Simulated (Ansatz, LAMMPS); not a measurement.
# Structural relaxation of a frame of liquid (Cs,Li)(Br,Cl) from 1000 K (118 atoms)

Aim: bring a frame of liquid (Cs,Li)(Br,Cl) from 1000 K (118 atoms) to a nearby minimum of the energy and see what moves.

Calculated with Ansatz 0.2.0; Kohn-Sham DFT, RPBE, PAW (set soft_2), plane waves.

This is a report of a sequence of runs, with most program output left out.

## (1) Starting point

The cell holds 118 atoms: 20 Cs, 39 Li, 41 Br and 18 Cl. Its edges and angles: a = 16.350 Å, b = 16.350 Å, c = 16.350 Å, α = 90.0°, β = 90.0°, γ = 90.0°. 118 atoms (20 Cs, 39 Li, 41 Br, 18 Cl) placed at random at 2.6 g/cm³, melted at 1800 K for 10 ps at fixed volume with the Lennard-Jones and Coulomb ion parameters for SPC/E (Joung and Cheatham, J. Phys. Chem. B 112, 9020 (2008)), full charges. Snapshot at the end of a hold of 20 ps at 1000 K and fixed volume.

Before any run, some limits are plain. The starting topology of bonds comes from the classical model. The ion parameters were fitted for water, not for melts, so the starting structure of this cell may lie well off the real melt's. Only the Γ point is sampled, in a cell whose shortest periodic width is 16 Å. No spin–orbit coupling is included, so levels derived from the heavy atoms are approximate.

## (2) The classical run that made the cell

A classical potential supplies the starting structure, since it reaches far longer times than DFT.

This step: classical MD, Lennard-Jones and Coulomb ion parameters for SPC/E (Joung and Cheatham, J. Phys. Chem. B 112, 9020 (2008)), full charges (LAMMPS 22 Jul 2025 - Update 4).

File in.lmp:

```
# melt-quench of Cs20Li39Br41Cl18
units metal
atom_style charge
boundary p p p
region box block 0 16.3496 0 16.3496 0 16.3496
create_box 4 box
mass 1 132.9055   # Cs
mass 2 6.9400   # Li
mass 3 79.9040   # Br
mass 4 35.4500   # Cl
create_atoms 1 random 20 19901 NULL overlap 2.2 maxtry 2000
create_atoms 2 random 39 19908 NULL overlap 2.2 maxtry 2000
create_atoms 3 random 41 19915 NULL overlap 2.2 maxtry 2000
create_atoms 4 random 18 19922 NULL overlap 2.2 maxtry 2000
pair_style lj/cut/coul/long 9.0
pair_modify mix arithmetic tail yes
pair_coeff 1 1 0.003897 3.6010   # Cs
pair_coeff 2 2 0.014602 1.4094   # Li
pair_coeff 3 3 0.001169 4.9017   # Br
pair_coeff 4 4 0.000554 4.8305   # Cl
set type 1 charge 1
set type 2 charge 1
set type 3 charge -1
set type 4 charge -1
kspace_style pppm 1.0e-4
neigh_modify delay 0 every 1 check yes
thermo_style custom step time temp pe press density
thermo_modify norm yes
timestep 0.002
thermo 100
min_style cg
minimize 1e-4 1e-4 200 2000
reset_timestep 0
velocity all create 1800 19902 mom yes dist gaussian
# [... 14 lines left out ...]
compute msd all msd com yes
thermo 2500
fix md all nvt temp 1000 1000 0.2
run 10000 post no
print "== T1000: mean square displacement over the hold $(c_msd[4]:%.2f) A^2"
unfix md
uncompute msd
write_dump all custom T1000.dump id type xs ys zs modify sort id
```

Started as:

```
$ lmp -in in.lmp -log none -nocite
```

It took 5.2 s on 1 thread of Arm Neoverse V2, shared host; peak memory 0.071 GiB.

## (3) Single point at the start

A single point comes first, to see the forces before anything moves.

File input.yaml:

```yaml
crystal:
  lattice:
    - [16.3496, 0.0, 0.0]
    - [0.0, 16.3496, 0.0]
    - [0.0, 0.0, 16.3496]
  atoms:
    - { symbol: Cs, position: [0.60844, 0.63073, 0.84569] }
    - { symbol: Cs, position: [0.21994, 0.99421, 0.49274] }
    - { symbol: Cs, position: [0.538, 0.37737, 0.52673] }
    - { symbol: Cs, position: [0.68105, 0.17515, 0.06822] }
    - { symbol: Cs, position: [0.01364, 0.8002, 0.59787] }
    - { symbol: Cs, position: [0.76373, 0.83634, 0.32185] }
    - { symbol: Cs, position: [0.37569, 0.6071, 0.92205] }
    - { symbol: Cs, position: [0.40204, 0.65484, 0.60026] }
    - { symbol: Cs, position: [0.4294, 0.36802, 0.77521] }
    - { symbol: Cs, position: [0.26348, 0.07088, 0.82162] }
    - { symbol: Cs, position: [0.44603, 0.54197, 0.16849] }
    - { symbol: Cs, position: [0.84831, 0.21227, 0.43224] }
    - { symbol: Cs, position: [0.14673, 0.37271, 0.8569] }
    - { symbol: Cs, position: [0.82677, 0.33814, 0.82584] }
    - { symbol: Cs, position: [0.47189, 0.06483, 0.52571] }
    - { symbol: Cs, position: [0.73553, 0.64606, 0.54724] }
    - { symbol: Cs, position: [0.05279, 0.46899, 0.26262] }
    - { symbol: Cs, position: [0.66392, 0.87255, 0.92191] }
    - { symbol: Cs, position: [0.02289, 0.67344, 0.00416] }
    - { symbol: Cs, position: [0.05646, 0.0943, 0.9457] }
    - { symbol: Li, position: [0.95759, 0.38133, 0.06114] }
    - { symbol: Li, position: [0.33242, 0.00726, 0.06111] }
    - { symbol: Li, position: [0.22236, 0.09926, 0.24574] }
    - { symbol: Li, position: [0.46945, 0.13888, 0.2382] }
    - { symbol: Li, position: [0.4975, 0.74, 0.34776] }
    - { symbol: Li, position: [0.26094, 0.3159, 0.58229] }
    - { symbol: Li, position: [0.31843, 0.78397, 0.20586] }
    - { symbol: Li, position: [0.17919, 0.51109, 0.5618] }
    - { symbol: Li, position: [0.81152, 0.3758, 0.27732] }
    - { symbol: Li, position: [0.99518, 0.96848, 0.3757] }
    - { symbol: Li, position: [0.57973, 0.70543, 0.08488] }
    - { symbol: Li, position: [0.23612, 0.37973, 0.10932] }
    - { symbol: Li, position: [0.85993, 0.67195, 0.13608] }
    - { symbol: Li, position: [0.43313, 0.86285, 0.88926] }
    - { symbol: Li, position: [0.22202, 0.79357, 0.746] }
    - { symbol: Li, position: [0.60283, 0.33376, 0.21765] }
    - { symbol: Li, position: [0.04501, 0.74562, 0.33275] }
    - { symbol: Li, position: [0.69571, 0.07845, 0.3567] }
    - { symbol: Li, position: [0.38778, 0.24317, 0.02959] }
    - { symbol: Li, position: [0.33794, 0.35588, 0.3392] }
    - { symbol: Li, position: [0.9228, 0.13891, 0.18824] }
    - { symbol: Li, position: [0.69165, 0.56758, 0.29281] }
    - { symbol: Li, position: [0.10139, 0.61686, 0.75473] }
    - { symbol: Li, position: [0.90547, 0.55212, 0.49392] }
    - { symbol: Li, position: [0.21745, 0.79848, 0.97634] }
    - { symbol: Li, position: [0.8906, 0.58237, 0.7884] }
    - { symbol: Li, position: [0.96972, 0.42506, 0.63359] }
    - { symbol: Li, position: [0.99374, 0.87922, 0.84335] }
    - { symbol: Li, position: [0.81086, 0.06638, 0.89473] }
    - { symbol: Li, position: [0.84508, 0.00304, 0.63153] }
    - { symbol: Li, position: [0.45911, 0.8846, 0.6814] }
    - { symbol: Li, position: [0.53952, 0.91455, 0.18423] }
    - { symbol: Li, position: [0.66281, 0.84593, 0.5831] }
    - { symbol: Li, position: [0.27788, 0.53336, 0.3773] }
    - { symbol: Li, position: [0.11133, 0.90659, 0.19136] }
    - { symbol: Li, position: [0.73191, 0.5491, 0.03909] }
    - { symbol: Li, position: [0.56314, 0.10093, 0.80376] }
    - { symbol: Li, position: [0.01702, 0.12341, 0.63332] }
    - { symbol: Li, position: [0.83966, 0.96936, 0.12031] }
    - { symbol: Br, position: [0.51476, 0.96226, 0.81456] }
    - { symbol: Br, position: [0.38249, 0.76018, 0.77053] }
    - { symbol: Br, position: [0.89582, 0.04761, 0.76544] }
    - { symbol: Br, position: [0.54686, 0.02692, 0.3166] }
    - { symbol: Br, position: [0.40866, 0.23204, 0.61643] }
    - { symbol: Br, position: [0.06501, 0.05979, 0.20713] }
    - { symbol: Br, position: [0.26887, 0.69916, 0.08864] }
    - { symbol: Br, position: [0.70434, 0.2347, 0.28481] }
    - { symbol: Br, position: [0.77018, 0.53224, 0.88975] }
    - { symbol: Br, position: [0.90919, 0.87357, 0.9773] }
    - { symbol: Br, position: [0.66729, 0.13312, 0.4989] }
    - { symbol: Br, position: [0.79305, 0.91068, 0.52017] }
    - { symbol: Br, position: [0.9051, 0.70394, 0.43519] }
    - { symbol: Br, position: [0.27887, 0.4471, 0.2305] }
    - { symbol: Br, position: [0.31183, 0.15241, 0.35268] }
    - { symbol: Br, position: [0.6979, 0.92512, 0.12516] }
    - { symbol: Br, position: [0.31946, 0.37652, 0.97344] }
    - { symbol: Br, position: [0.4513, 0.19379, 0.87285] }
    - { symbol: Br, position: [0.49394, 0.01811, 0.08879] }
    [... 34 atom lines left out ...]
    - { symbol: Cl, position: [0.54884, 0.5578, 0.00636] }
    - { symbol: Cl, position: [0.50969, 0.77553, 0.9779] }
    - { symbol: Cl, position: [0.8259, 0.49091, 0.3792] }
    - { symbol: Cl, position: [0.01926, 0.49478, 0.76739] }
    - { symbol: Cl, position: [0.69212, 0.13553, 0.83336] }
    - { symbol: Cl, position: [0.12423, 0.88266, 0.05034] }
kpoints:
  mp_grid: { grid: [1, 1, 1] }
hamiltonian:
  xc: rpbe
scf:
  occupations: { method: fixed }
output:
  forces: true
  stress: true
  populations: intrinsic
  dos:
    method: { smearing: { sigma: 0.1 } }
    de: 0.1
    projected: { site_lists: { Br: [Br], Cl: [Cl], Cs: [Cs], Li: [Li] } }
  eigenvalues: true
```

Started as:

```
$ ansatz run input.yaml --threads 4 --pin off --max-ram 8192MiB --backend cpu --events-out ev --progress --plain --runs-dir out
```

Wall time 79 s (4 threads of Arm Neoverse V2, shared host); peak memory 5.6 GiB; 5.2 min of CPU time.

Numbers from this run:

```yaml
free_energy: -255674.8484 eV
free_energy_per_atom: -2166.7360 eV/atom
scf_cycles: 7
pressure: 0.7552 GPa
r_m_s_force_component: 0.3237 eV/Å
longest_force: 1.504 eV/Å
fermi_energy: 0.7999 eV
spacing_of_highest_filled_and_lowest_empty_level: 3.467 eV
```

The r.m.s. force component of 0.32 eV/Å and the pressure of 0.76 GPa set the starting point.

Length of the force by element:

```csv
element,coordination,atoms,mean length of the force (eV/Å),spread,least,most
Br,all,41,0.556,0.270,0.144,1.39
Cl,all,18,0.454,0.188,0.160,0.759
Cs,all,20,0.617,0.273,0.183,1.50
Li,all,39,0.429,0.141,0.154,0.694
```

## (4) Relaxation

With the cell held, the atoms are moved downhill towards a nearby minimum.

input.yaml, the sections that differ from step 3:

```yaml
output:
  forces: true
relax:
  f_tol: 0.05
  max_steps: 88
# crystal, kpoints, hamiltonian, scf: as in step 3
```

Run time: 20 min. Hardware: 4 threads; peak memory 5 GiB; 79 min of CPU time.

The steps of the relaxation (22 of 39):

```csv
step,energy less that of the first step (eV),largest force component (eV/Å)
1,0.0000,1.4237
3,-6.9041,0.3300
5,-9.2363,0.1458
6,-9.7983,0.1002
8,-10.4640,0.1922
10,-10.8011,0.0781
12,-11.0015,0.2826
14,-11.2550,0.0811
15,-11.3475,0.2011
17,-11.5250,0.0940
19,-11.6776,0.0655
21,-11.8158,0.0649
23,-11.9205,0.0991
25,-11.9740,0.0469
26,-11.9806,0.1541
28,-12.0435,0.0765
30,-12.1207,0.0616
32,-12.1931,0.0704
34,-12.2581,0.0634
35,-12.2779,0.0416
37,-12.2838,0.0515
39,-12.2886,0.0366
```

The atoms that moved most (Å):

```csv
atom,dx,dy,dz,length
Li54,-0.614,2.639,-1.404,3.051
Br89,-0.883,-1.972,-0.242,2.174
Br95,-1.551,-1.140,0.132,1.929
Br82,-0.497,1.601,-0.545,1.762
Li28,-0.392,-1.504,-0.745,1.724
Br73,-0.827,-1.339,-0.258,1.595
Li56,-1.182,-0.207,1.014,1.571
Br79,0.165,-1.438,-0.289,1.476
```

The relaxation changed the energy by -104 meV/atom, and atoms moved by 0.98 Å r.m.s., 3.1 Å at most.

## (5) Distances and neighbours after relaxation

Density 2.6 g/cm³, 37.04 Å³ an atom.

g(r), total and by pair (bins of 0.2 Å):

```csv
r (Å),total,Br-Br,Br-Li,Br-Cs,Br-Cl,Li-Li,Li-Cs
2.20,0.24,0.00,0.00,0.00,0.00,0.00,0.00
2.40,2.37,0.00,3.61,0.00,0.00,0.00,0.00
2.60,2.52,0.00,10.29,0.00,0.00,0.00,0.00
2.80,0.59,0.00,2.43,0.00,0.00,0.00,0.00
3.00,0.06,0.00,0.00,0.00,0.00,0.25,0.00
3.20,0.27,0.00,0.00,0.00,0.00,2.50,0.00
3.40,0.32,0.00,0.00,0.53,0.00,0.77,0.00
3.60,1.25,0.00,0.00,5.20,0.53,1.43,0.00
3.80,1.05,0.56,0.00,3.96,1.30,1.25,0.60
4.00,1.57,2.83,0.20,2.41,2.93,1.72,1.39
4.20,1.58,3.18,0.36,0.98,3.20,1.40,2.91
4.40,1.48,3.31,0.56,0.43,1.59,2.35,3.22
4.60,1.02,1.56,0.72,0.80,1.00,1.40,1.70
4.80,0.86,0.90,0.62,0.64,0.73,1.09,1.75
5.00,0.99,0.66,1.08,0.76,0.66,0.54,1.60
5.20,0.94,0.53,1.13,0.54,0.35,0.93,1.06
5.40,0.92,0.85,1.11,0.44,0.80,0.78,1.00
5.60,0.77,0.66,1.32,0.47,0.45,0.36,0.49
5.80,0.79,0.62,0.96,0.88,0.77,0.21,0.99
6.00,0.80,0.29,1.12,0.65,0.78,0.63,1.06
6.20,0.95,0.75,1.39,0.77,0.37,0.59,0.69
6.40,1.06,0.66,1.78,0.67,1.04,0.73,0.65
6.60,1.11,0.91,1.15,1.96,1.03,0.84,0.76
6.80,1.01,1.02,1.20,1.46,1.23,0.83,0.73
7.00,1.04,1.48,0.75,1.09,1.30,1.13,0.91
7.20,1.16,1.03,0.96,0.94,1.81,1.62,0.78
7.40,0.92,1.17,0.70,0.89,1.11,1.29,0.57
7.60,1.05,0.97,0.88,1.14,1.27,1.19,1.23
```

(Continued in part 2 of 2.)

[Logs are printed without paths, hosts, clocks, repeated set-up lines and the standing remarks that a program may print on its own settings, such as how far it seeks lower states.]

[Hosts, paths, dates, database ids (printed as entryN), source tags and the programs' standing remarks are cut or masked in the printed files.]
